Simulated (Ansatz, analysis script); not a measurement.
# Collinear and non-collinear states of CrB2

Wanted: the lowest arrangement of moments that fits this cell of CrB2.

Program: Ansatz 0.2.0. Level of theory: PBEsol, PAW set soft_1 (files made for PBE). Results are calculated unless marked as measured.

Report form: the programs' logs are mostly left out.

In doubt: warnings of the run leave room for a lower electronic state (step 8), so energies may not be the lowest and differences between runs may mislead.

### Step 1. The structure

It takes space group P6/mmm (No. 191, hexagonal). The conventional cell has a = 2.970 Å, b = 2.970 Å, c = 3.070 Å, α = 90.00°, β = 90.00°, γ = 120.00°. Cr has 12 B at 2.30 Å nearest. B has 3 B at 1.71 Å and 6 Cr at 2.30 Å nearest. Farther neighbours are not listed.

Structure file:

```cif
data_structure
_symmetry_space_group_name_H-M 'P6/mmm'
_symmetry_Int_Tables_number 191
_cell_length_a 2.9700
_cell_length_b 2.9700
_cell_length_c 3.0700
_cell_angle_alpha 90.000
_cell_angle_beta 90.000
_cell_angle_gamma 120.000
_cell_volume 23.45
loop_
_atom_site_label
_atom_site_type_symbol
_atom_site_symmetry_multiplicity
_atom_site_Wyckoff_symbol
_atom_site_fract_x
_atom_site_fract_y
_atom_site_fract_z
_atom_site_occupancy
Cr1 Cr 1 a 0.00000 0.00000 0.00000 1
B1 B 2 d 0.33333 0.66667 0.50000 1
```

The cell of this run holds 9 atoms, 3 of them with a starting moment; values «a cell» refer to the cell of the run in question.

### Step 2. Two spin channels first

A collinear run comes first: it shows whether moments survive, and how large they are.

File input.yaml:

```yaml
crystal:
  lattice:
    - [2.97, 0.0, 3.07]
    - [-1.485, 2.5720954492, 3.07]
    - [-1.485, -2.5720954492, 3.07]
  atoms:
    - { symbol: Cr, position: [0.0, 0.0, 0.0], spin: 2.5 }
    - { symbol: Cr, position: [0.3333333333, 0.3333333333, 0.3333333333], spin: 2.5 }
    - { symbol: Cr, position: [0.6666666667, 0.6666666667, 0.6666666667], spin: 2.5 }
    - { symbol: B, position: [0.1666666666, 0.5, 0.8333333333] }
    - { symbol: B, position: [0.5, 0.8333333334, 0.1666666667] }
    - { symbol: B, position: [0.8333333333, 0.1666666667, 0.5] }
    - { symbol: B, position: [0.5, 0.1666666666, 0.8333333333] }
    - { symbol: B, position: [0.8333333334, 0.5, 0.1666666667] }
    - { symbol: B, position: [0.1666666667, 0.8333333333, 0.5] }
magnetization:
  spin_polarized: true
kpoints:
  mp_grid: { grid: [6, 6, 6] }
hamiltonian:
  xc: pbesol
  pseudopotentials: { kind: paw, azcp: { folder: soft_1 }, xc_functional: pbe }
scf:
  occupations: { method: fermi_dirac, width: 0.05 }
  max_iter: 120
  convergence: { dr2_threshold: 1.0e-08 }
  lower_state_search: "off"
output:
  write_density: true
  write_potential: true
  elf: true
  volumetric_format: npy
```

Started as:

```
$ ansatz run input.yaml --threads 2 --pin off --max-ram 5632MiB --backend cpu --events-out ev --progress --plain --runs-dir out
```

The job ended after 15 s (2 threads of Arm Neoverse V1, shared host; peak memory 0.41 GiB).

Spin moment in the atom's sphere by atom:

```csv
atom,spin moment in the atom's sphere (μB)
Cr1,0.955
Cr2,0.955
Cr3,0.955
B4,-0.007
B5,-0.007
B6,-0.007
B7,-0.007
B8,-0.007
B9,-0.007
```

Tables count atoms from 1; parts of the log count from 0.

The run ends ferromagnetic, with a net moment of 3.07 μB a cell. Only this order was typed.

Spin density in the ac plane at fractional y = 0.167, with atoms of B within 0.2 Å of it.

Ten even steps from '0' (-0.01 e/Å³) to '9' (0.20 e/Å³), each cell a mean:
```
63100000000169
63100000000036
22100000000001
00000000000000
00000000000000
00011100000000
00023310000000
00125851000000
00135883100000
00147553100000
00024322100000
21001110000111
54100000000233
65200000000266
```
Columns run along a (4.3 Å), rows up along c (4.3 Å). Atoms in or near the plane, at fractional coordinates: B at (0.83, 0.50), B at (0.50, 0.83).

Valence density in the ac plane at fractional y = 0.167, with atoms of B within 0.2 Å of it. It is the smooth field of the valence electrons, not physical close to the nuclei.

Ten even steps from '0' (0.2 e/Å³) to '9' (2.5 e/Å³), each cell a mean:
```
83101122100048
42001211110014
10001111221000
00000112221100
00000011222210
00000000122211
10001100012112
10025630011112
10026961001121
00013651000111
00001220000000
00000000000001
20000000000023
62000111000148
```
Columns run along a (4.3 Å), rows up along c (4.3 Å). Atoms in or near the plane, at fractional coordinates: B at (0.83, 0.50), B at (0.50, 0.83).

ELF in the ac plane at fractional y = 0.167, with atoms of B within 0.2 Å of it. It is the smooth field of the valence electrons, not physical close to the nuclei.

Ten even steps from '_' (0.03) to '@' (0.83), each cell a mean:
```
==::::==**++----++**--..--==
--::::==##==____::**++::::--
....::==##++..__::####++::..
::..::==****++--**@@@@##++--
==--::::--++**##@@@@@@##****
**++::....::--**%%@@**::::++
##++::..::....--**##--____--
##++::::----::..--**++..__--
**++::::--==--..::++**++==++
++--....::----::..--**####**
--::......::::....::========
..........::::::::::::::::::
::....::--++++++++--....::::
--::..--++**####**==::..--==
```
Columns run along a (4.3 Å), rows up along c (4.3 Å). Atoms in or near the plane, at fractional coordinates: B at (0.83, 0.50), B at (0.50, 0.83).

### Step 3. Mesh refined

Levels at the Fermi energy are partly filled, so moments and energy differences can hang on the k-mesh, and the state is solved again on a denser one.

input.yaml, the sections that differ from step 2:

```yaml
crystal:
  lattice:
    - [2.97, 0.0, 3.07]
    - [-1.485, 2.5720954492, 3.07]
    - [-1.485, -2.5720954492, 3.07]
  atoms:
    - { symbol: Cr, position: [0.0, 0.0, 0.0], spin: 0.95 }
    - { symbol: Cr, position: [0.3333333333, 0.3333333333, 0.3333333333], spin: 0.95 }
    - { symbol: Cr, position: [0.6666666667, 0.6666666667, 0.6666666667], spin: 0.95 }
    - { symbol: B, position: [0.1666666666, 0.5, 0.8333333333] }
    - { symbol: B, position: [0.5, 0.8333333334, 0.1666666667] }
    - { symbol: B, position: [0.8333333333, 0.1666666667, 0.5] }
    - { symbol: B, position: [0.5, 0.1666666666, 0.8333333333] }
    - { symbol: B, position: [0.8333333334, 0.5, 0.1666666667] }
    - { symbol: B, position: [0.1666666667, 0.8333333333, 0.5] }
kpoints:
  mp_grid: { grid: [10, 10, 10] }
basis:
  ecutwfc: 420.0
checkpoint:
  read: start
  write: ck
  compress: false
  write_wavefunctions: false
  write_every: 100000
# magnetization, hamiltonian, scf: as in step 2
# output: removed
```

Started as:

```
$ ansatz run input.yaml --threads 4 --pin off --max-ram 11264MiB --backend cpu --events-out ev --progress --plain --runs-dir out
```

Run time: 12 s. Hardware: 4 threads; peak memory 0.68 GiB; 44 s of CPU time.

Spin moment in the atom's sphere by atom:

```csv
atom,spin moment in the atom's sphere (μB)
Cr1,1.02
Cr2,1.02
Cr3,1.02
B4,-0.01
B5,-0.01
B6,-0.01
B7,-0.01
B8,-0.01
B9,-0.01
```

The run ends ferromagnetic, with a net moment of 3.26 μB a cell, against 3.07 μB on the first mesh.

Signs and angles in the names of the patterns follow the order of the magnetic atoms in the input, which need not be their order in space.

In the spinor runs that follow the search for lower states is off.

### Step 4. Start: ferro

The parallel pattern comes first.

input.yaml, the sections that differ from step 3:

```yaml
crystal:
  lattice:
    - [2.97, 0.0, 3.07]
    - [-1.485, 2.5720954492, 3.07]
    - [-1.485, -2.5720954492, 3.07]
  atoms:
    - { symbol: Cr, position: [0.0, 0.0, 0.0], spin: 1.02, spin_axis: [0.0, 0.0, 1.0] }
    - { symbol: Cr, position: [0.3333333333, 0.3333333333, 0.3333333333], spin: 1.02, spin_axis: [0.0, 0.0, 1.0] }
    - { symbol: Cr, position: [0.6666666667, 0.6666666667, 0.6666666667], spin: 1.02, spin_axis: [0.0, 0.0, 1.0] }
    - { symbol: B, position: [0.1666666666, 0.5, 0.8333333333] }
    - { symbol: B, position: [0.5, 0.8333333334, 0.1666666667] }
    - { symbol: B, position: [0.8333333333, 0.1666666667, 0.5] }
    - { symbol: B, position: [0.5, 0.1666666666, 0.8333333333] }
    - { symbol: B, position: [0.8333333334, 0.5, 0.1666666667] }
    - { symbol: B, position: [0.1666666667, 0.8333333333, 0.5] }
magnetization:
  noncollinear: true
# kpoints, hamiltonian, scf, basis: as in step 3
# checkpoint: removed
```

Started as:

```
$ ansatz run input.yaml --threads 2 --pin off --max-ram 5632MiB --backend cpu --events-out ev --progress --plain --runs-dir out
```

Elapsed: 2.7 min, on 2 threads; peak memory 1.2 GiB; 5.4 min of CPU time.

It ends ferromagnetic; the largest site carries 1.02 μB.

Spin moment in the atom's sphere by atom:

```
atom  x (μB)  y (μB)  z (μB)  size
 Cr1    0.00    0.00    1.02  1.02
 Cr2    0.00    0.00    1.02  1.02
 Cr3    0.00    0.00    1.02  1.02
  B4    0.00    0.00   -0.01  0.01
  B5    0.00    0.00   -0.01  0.01
  B6    0.00    0.00   -0.01  0.01
  B7    0.00    0.00   -0.01  0.01
  B8    0.00    0.00   -0.01  0.01
  B9    0.00    0.00   -0.01  0.01
```

### Step 5. Start: collinear ++-

A symmetric pattern; a run keeps it where it is stationary.

input.yaml, as its differences from that of step 4:

```diff
@@ -8,3 +8,3 @@
     - { symbol: Cr, position: [0.3333333333, 0.3333333333, 0.3333333333], spin: 1.02, spin_axis: [0.0, 0.0, 1.0] }
-    - { symbol: Cr, position: [0.6666666667, 0.6666666667, 0.6666666667], spin: 1.02, spin_axis: [0.0, 0.0, 1.0] }
+    - { symbol: Cr, position: [0.6666666667, 0.6666666667, 0.6666666667], spin: 1.02, spin_axis: [0.0, 0.0, -1.0] }
     - { symbol: B, position: [0.1666666666, 0.5, 0.8333333333] }
@@ -29 +29,6 @@
   noncollinear: true
+output:
+  write_density: true
+  write_potential: true
+  elf: true
+  volumetric_format: npy
```

Run time: 4 min. Hardware: 2 threads; peak memory 1.2 GiB.

It ends ferrimagnetic; the largest site carries 1.02 μB.

Spin moment in the atom's sphere by atom:

```
atom  x (μB)  y (μB)  z (μB)  size
 Cr1    0.00    0.00    0.86  0.86
 Cr2    0.00    0.00    0.86  0.86
 Cr3    0.00    0.00   -1.02  1.02
  B4    0.00    0.00    0.00  0.00
  B5    0.00    0.00    0.00  0.00
  B6    0.00    0.00    0.00  0.00
  B7    0.00    0.00    0.00  0.00
  B8    0.00    0.00    0.00  0.00
  B9    0.00    0.00    0.00  0.00
```

### Step 6. Start: random 1

Random directions favour no pattern, so the moments can find one that was not thought of.

input.yaml, the sections that differ from step 5:

```yaml
crystal:
  lattice:
    - [2.97, 0.0, 3.07]
    - [-1.485, 2.5720954492, 3.07]
    - [-1.485, -2.5720954492, 3.07]
  atoms:
    - { symbol: Cr, position: [0.0, 0.0, 0.0], spin: 1.02, spin_axis: [-0.53058, 0.686964, 0.496553] }
    - { symbol: Cr, position: [0.3333333333, 0.3333333333, 0.3333333333], spin: 1.02, spin_axis: [-0.774059, 0.576073, 0.262627] }
    - { symbol: Cr, position: [0.6666666667, 0.6666666667, 0.6666666667], spin: 1.02, spin_axis: [-0.291738, -0.880223, 0.374295] }
    - { symbol: B, position: [0.1666666666, 0.5, 0.8333333333] }
    - { symbol: B, position: [0.5, 0.8333333334, 0.1666666667] }
    - { symbol: B, position: [0.8333333333, 0.1666666667, 0.5] }
    - { symbol: B, position: [0.5, 0.1666666666, 0.8333333333] }
    - { symbol: B, position: [0.8333333334, 0.5, 0.1666666667] }
    - { symbol: B, position: [0.1666666667, 0.8333333333, 0.5] }
# kpoints, hamiltonian, scf, basis, magnetization: as in step 5
# output: removed
```

Elapsed: 11 min, on 2 threads; peak memory 1.9 GiB.

It ends ferromagnetic; the largest site carries 1.02 μB.

Spin moment in the atom's sphere by atom:

```csv
atom,x (μB),y (μB),z (μB),size
Cr1,-0.82,0.07,0.61,1.02
Cr2,-0.82,0.07,0.61,1.02
Cr3,-0.82,0.07,0.61,1.02
B4,0.01,0.00,-0.01,0.01
B5,0.01,0.00,-0.01,0.01
B6,0.01,0.00,-0.01,0.01
B7,0.01,0.00,-0.01,0.01
B8,0.01,0.00,-0.01,0.01
B9,0.01,0.00,-0.01,0.01
```

### Step 7. Start: random 2

input.yaml, the sections that differ from step 6:

```yaml
crystal:
  lattice:
    - [2.97, 0.0, 3.07]
    - [-1.485, 2.5720954492, 3.07]
    - [-1.485, -2.5720954492, 3.07]
  atoms:
    - { symbol: Cr, position: [0.0, 0.0, 0.0], spin: 1.02, spin_axis: [0.230944, -0.168495, -0.958266] }
    - { symbol: Cr, position: [0.3333333333, 0.3333333333, 0.3333333333], spin: 1.02, spin_axis: [0.752168, 0.511887, 0.414989] }
    - { symbol: Cr, position: [0.6666666667, 0.6666666667, 0.6666666667], spin: 1.02, spin_axis: [0.548849, 0.734547, 0.399004] }
    - { symbol: B, position: [0.1666666666, 0.5, 0.8333333333] }
    - { symbol: B, position: [0.5, 0.8333333334, 0.1666666667] }
    - { symbol: B, position: [0.8333333333, 0.1666666667, 0.5] }
    - { symbol: B, position: [0.5, 0.1666666666, 0.8333333333] }
    - { symbol: B, position: [0.8333333334, 0.5, 0.1666666667] }
    - { symbol: B, position: [0.1666666667, 0.8333333333, 0.5] }
# kpoints, hamiltonian, scf, basis, magnetization: as in step 6
```

Elapsed: 13 min, on 2 threads; peak memory 1.9 GiB; 26 min of CPU time.

It ends ferromagnetic; the largest site carries 1.02 μB.

Spin moment in the atom's sphere by atom:

| atom | x (μB) | y (μB) | z (μB) | size |
| --- | --- | --- | --- | --- |
| Cr1 | 0.83 | 0.54 | -0.22 | 1.02 |
| Cr2 | 0.83 | 0.54 | -0.22 | 1.02 |
| Cr3 | 0.83 | 0.54 | -0.22 | 1.02 |
| B4 | -0.01 | -0.01 | 0.00 | 0.01 |
| B5 | -0.01 | -0.01 | 0.00 | 0.01 |
| B6 | -0.01 | -0.01 | 0.00 | 0.01 |
| B7 | -0.01 | -0.01 | 0.00 | 0.01 |
| B8 | -0.01 | -0.01 | 0.00 | 0.01 |
| B9 | -0.01 | -0.01 | 0.00 | 0.01 |

### Step 8. Start: umbrella

input.yaml, the sections that differ from step 7:

```yaml
crystal:
  lattice:
    - [2.97, 0.0, 3.07]
    - [-1.485, 2.5720954492, 3.07]
    - [-1.485, -2.5720954492, 3.07]
  atoms:
    - { symbol: Cr, position: [0.0, 0.0, 0.0], spin: 1.02, spin_axis: [0.894427, 0.0, 0.447214] }
    - { symbol: Cr, position: [0.3333333333, 0.3333333333, 0.3333333333], spin: 1.02, spin_axis: [-0.447214, 0.774597, 0.447214] }
    - { symbol: Cr, position: [0.6666666667, 0.6666666667, 0.6666666667], spin: 1.02, spin_axis: [-0.447214, -0.774597, 0.447214] }
    - { symbol: B, position: [0.1666666666, 0.5, 0.8333333333] }
    - { symbol: B, position: [0.5, 0.8333333334, 0.1666666667] }
    - { symbol: B, position: [0.8333333333, 0.1666666667, 0.5] }
    - { symbol: B, position: [0.5, 0.1666666666, 0.8333333333] }
    - { symbol: B, position: [0.8333333334, 0.5, 0.1666666667] }
    - { symbol: B, position: [0.1666666667, 0.8333333333, 0.5] }
# kpoints, hamiltonian, scf, basis, magnetization: as in step 7
```

It took 8.5 min on 2 threads; peak memory 1.9 GiB; 17 min of CPU time.

It ends non-coplanar with net moment; the largest site carries 0.954 μB.

For the largest spin moment in the atom's sphere, step 4 gave 1.02 μB; this run, with other starting moments and pattern umbrella, gives 0.954 μB (-6 %).

### Step 9. Start: 120 degrees in the xy plane

input.yaml, the sections that differ from step 8:

```yaml
crystal:
  lattice:
    - [2.97, 0.0, 3.07]
    - [-1.485, 2.5720954492, 3.07]
    - [-1.485, -2.5720954492, 3.07]
  atoms:
    - { symbol: Cr, position: [0.0, 0.0, 0.0], spin: 1.02, spin_axis: [1.0, 0.0, 0.0] }
    - { symbol: Cr, position: [0.3333333333, 0.3333333333, 0.3333333333], spin: 1.02, spin_axis: [-0.5, 0.866025, 0.0] }
    - { symbol: Cr, position: [0.6666666667, 0.6666666667, 0.6666666667], spin: 1.02, spin_axis: [-0.5, -0.866025, 0.0] }
    - { symbol: B, position: [0.1666666666, 0.5, 0.8333333333] }
    - { symbol: B, position: [0.5, 0.8333333334, 0.1666666667] }
    - { symbol: B, position: [0.8333333333, 0.1666666667, 0.5] }
    - { symbol: B, position: [0.5, 0.1666666666, 0.8333333333] }
    - { symbol: B, position: [0.8333333334, 0.5, 0.1666666667] }
    - { symbol: B, position: [0.1666666667, 0.8333333333, 0.5] }
# kpoints, hamiltonian, scf, basis, magnetization: as in step 8
```

Elapsed: 3.1 min, on 2 threads; peak memory 1.2 GiB; 6.2 min of CPU time.

It ends coplanar compensated; the largest site carries 1.06 μB.

### Step 10. The textures side by side

The last two columns average e·e over the pairs of the two nearest shells of magnetic atoms: 1 is parallel, −1 opposed.

The states reached:

| start | final state | energy (meV/magnetic atom) | net moment (μB/cell) | mean moment (μB) | least moment (μB) | typed angles to the first (deg) | final angles to the first (deg) | triple product of the first three | mean cosine, nearest magnetic neighbours | second shell |
| --- | --- | --- | --- | --- | --- | --- | --- | --- | --- | --- |
| ferro | ferromagnetic | 0 | 3.256 | 1.019 | 1.019 | 0 0 | 0 0 | 0 | 1 | 1 |
| collinear ++- | ferrimagnetic | 12.3 | 0.7625 | 0.9154 | 0.8639 | 0 180 | 0 180 | 0 | -0.33 | -0.33 |
| random 1 | ferromagnetic | 0 | 3.256 | 1.019 | 1.019 | 20 105 | 0 0 | 0 | 1 | 1 |
| random 2 | ferromagnetic | 0 | 3.256 | 1.019 | 1.019 | 108 112 | 0 0 | 0 | 1 | 1 |
| umbrella | non-coplanar with net moment | 7.425 | 1.642 | 0.9537 | 0.9537 | 102 102 | 94 94 | 0.9904 | -0.08 | -0.08 |
| 120 degrees in the xy plane | coplanar compensated | 5.857 | 0 | 1.062 | 1.062 | 120 120 | 120 120 | 0 | -0.5 | -0.5 |

### Step 11. Summary of results

* lowest state found: ferromagnetic
* mean cosine between nearest magnetic neighbours there: 1.0
* net moment of the lowest state: 3.26 μB a cell
* mean moment in the lowest state: 1.02 μB

What this shows: The lowest state found is ferromagnetic, reached from the start «ferro», 5.86 meV a magnetic atom under the next one (coplanar compensated). 3 of the 6 converged starts end within 0.1 meV of the lowest. 3 starts left the typed angles, so their energies belong to the state reached. Without spin–orbit coupling only the angles between moments count. Only the listed patterns were tried. The 6 spinor runs took 43 min of wall time, added up. Energies are free energies at a smearing of 0.05 eV, and with partly filled levels differences shift, at times strongly, as the smearing goes to zero. In doubt: the program's search for lower states was switched off, so a lower magnetic state than those reached may exist.

[Logs and program files are shortened in this print: banners, set-up blocks, solver, clock and traceback lines can be left out without a mark of their own.]

[Logs are printed without paths, hosts, clocks, repeated set-up lines and the standing remarks that a program may print on its own settings, such as how far it seeks lower states.]

[Hosts, paths, dates, database ids (printed as entryN), source tags and the programs' standing remarks are cut or masked in the printed files.]
